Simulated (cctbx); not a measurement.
## Diagnosing a refinement

Cell a = 3.6720 Å, b = 3.6720 Å, c = 9.1460 Å, α = 90.00°, β = 90.00°, γ = 90.00°; space group P4/nmm (no. 129, origin choice 1).

The data are simulated with cctbx, not measured: Cu Kα, λ = 1.54184 Å, to d = 0.8 Å, 95 % of the full sphere, strongest reflection 5000 counts, noise from counting, a 2 % proportional error and a noise floor of 15 counts (s.d.); no absorption.

An isotropic refinement with weights 1/σ² prints:

```text
Rint 0.043, 106 unique reflections to 0.80 A
cycle     R1     wR2    GooF  max shift (A)
   1  0.2364  0.4213  19.243   0.24217
  12  0.0268  0.0801   3.660   0.15756
final R1 0.0723 wR2 0.1984 GooF 9.061  parameters 9  data/parameter 11.8
atom        x        y        z      Ueq    occ   su(xyz)  su(Uiso or U11)
Os1    0.00000  0.00000  0.50000   0.0103  1.000  0.00000  0.0014
Zr1    0.50000  0.00000  0.22643   0.0082  1.000  0.00094  0.0020
P1     0.50000  0.00000  0.64770   0.0146  1.000  0.00325  0.0055
P2     0.00000  0.00000  0.00000   0.0211  1.000  0.00000  0.0053
P3     0.06987  1.00000  0.74925   0.2064  1.000  0.04241  0.0377
difference map: max 7.94 min -8.08 rms 1.79
Q1    0.0000  0.5000  0.7715    2    8.01  0.02 A from Zr1
Q2    0.0000  0.0000  0.4560    4    3.95  0.40 A from Os1
Q3    0.0000  0.5000  0.2274    2    3.48  1.14 A from P1
Q4    0.0000  0.3683  0.3210    8    3.20  0.56 A from P1
Q5    0.2000  0.3000  0.7111    8    2.57  1.19 A from Zr1
Q6    0.2273  0.2727  0.2111    8    2.26  1.18 A from P3
```

**Question.** Can this result stand? If not, what is the likely fault?

Mend it. The fault: spurious atom: P3. Against the right model at the same level, R1 goes from 0.0111 to 0.0723 and GooF from 1.05 to 9.06, P3 takes U = 0.21 Å², U of Os1 shrinks from 0.0145 to 0.0103 Å², the top difference peak, 8.0 e/Å³, lies on Zr1 and a hole of -8.1 e/Å³ opens. A site with no density behind it hides by a very large U or drifts. The fit had not settled when the cycles ran out.

The compound is ZrP2Os. The right model at the same level gives:

```text
Rint 0.043, 106 unique reflections to 0.80 A
cycle     R1     wR2    GooF  max shift (A)
   1  0.1072  0.2052   9.232   0.07550
   2  0.0111  0.0234   1.055   0.00001
final R1 0.0111 wR2 0.0234 GooF 1.055  parameters 6  data/parameter 17.7
atom        x        y        z      Ueq    occ   su(xyz)  su(Uiso or U11)
Os1    0.00000  0.00000  0.50000   0.0145  1.000  0.00000  0.0002
Zr1    0.50000  0.00000  0.22656   0.0119  1.000  0.00011  0.0002
P1     0.50000  0.00000  0.64786   0.0219  1.000  0.00039  0.0007
P2     0.00000  0.00000  0.00000   0.0254  1.000  0.00000  0.0006
difference map: max 1.73 min -1.43 rms 0.25
Q1    0.0000  0.0000  0.4424    4    1.73  0.53 A from Os1
Q2    0.0000  0.5000  0.8955    2    1.41  1.12 A from Zr1
Q3    0.0000  0.0000  0.3356    4    0.80  1.50 A from Os1
Q4    0.0000  0.0000  0.0000    2    0.73  0.00 A from P2
Q5    0.0000  0.0000  0.8824    4    0.72  1.08 A from P2
Q6    0.2503  0.2497  0.1110    8    0.66  1.65 A from P2
```

Isotropic U is held between 0.0001 and 1 Å² by the program, and listed peak heights are interpolated, so they can pass the grid's maximum.

The model was made for the exercise: a known structure type with other elements put in, its volume estimated, not relaxed; displacement parameters are assumed.

[Middle refinement cycles are left out of these outputs.]

[Logs are printed without paths, hosts, clocks, repeated set-up lines and the standing remarks that a program may print on its own settings, such as how far it seeks lower states.]
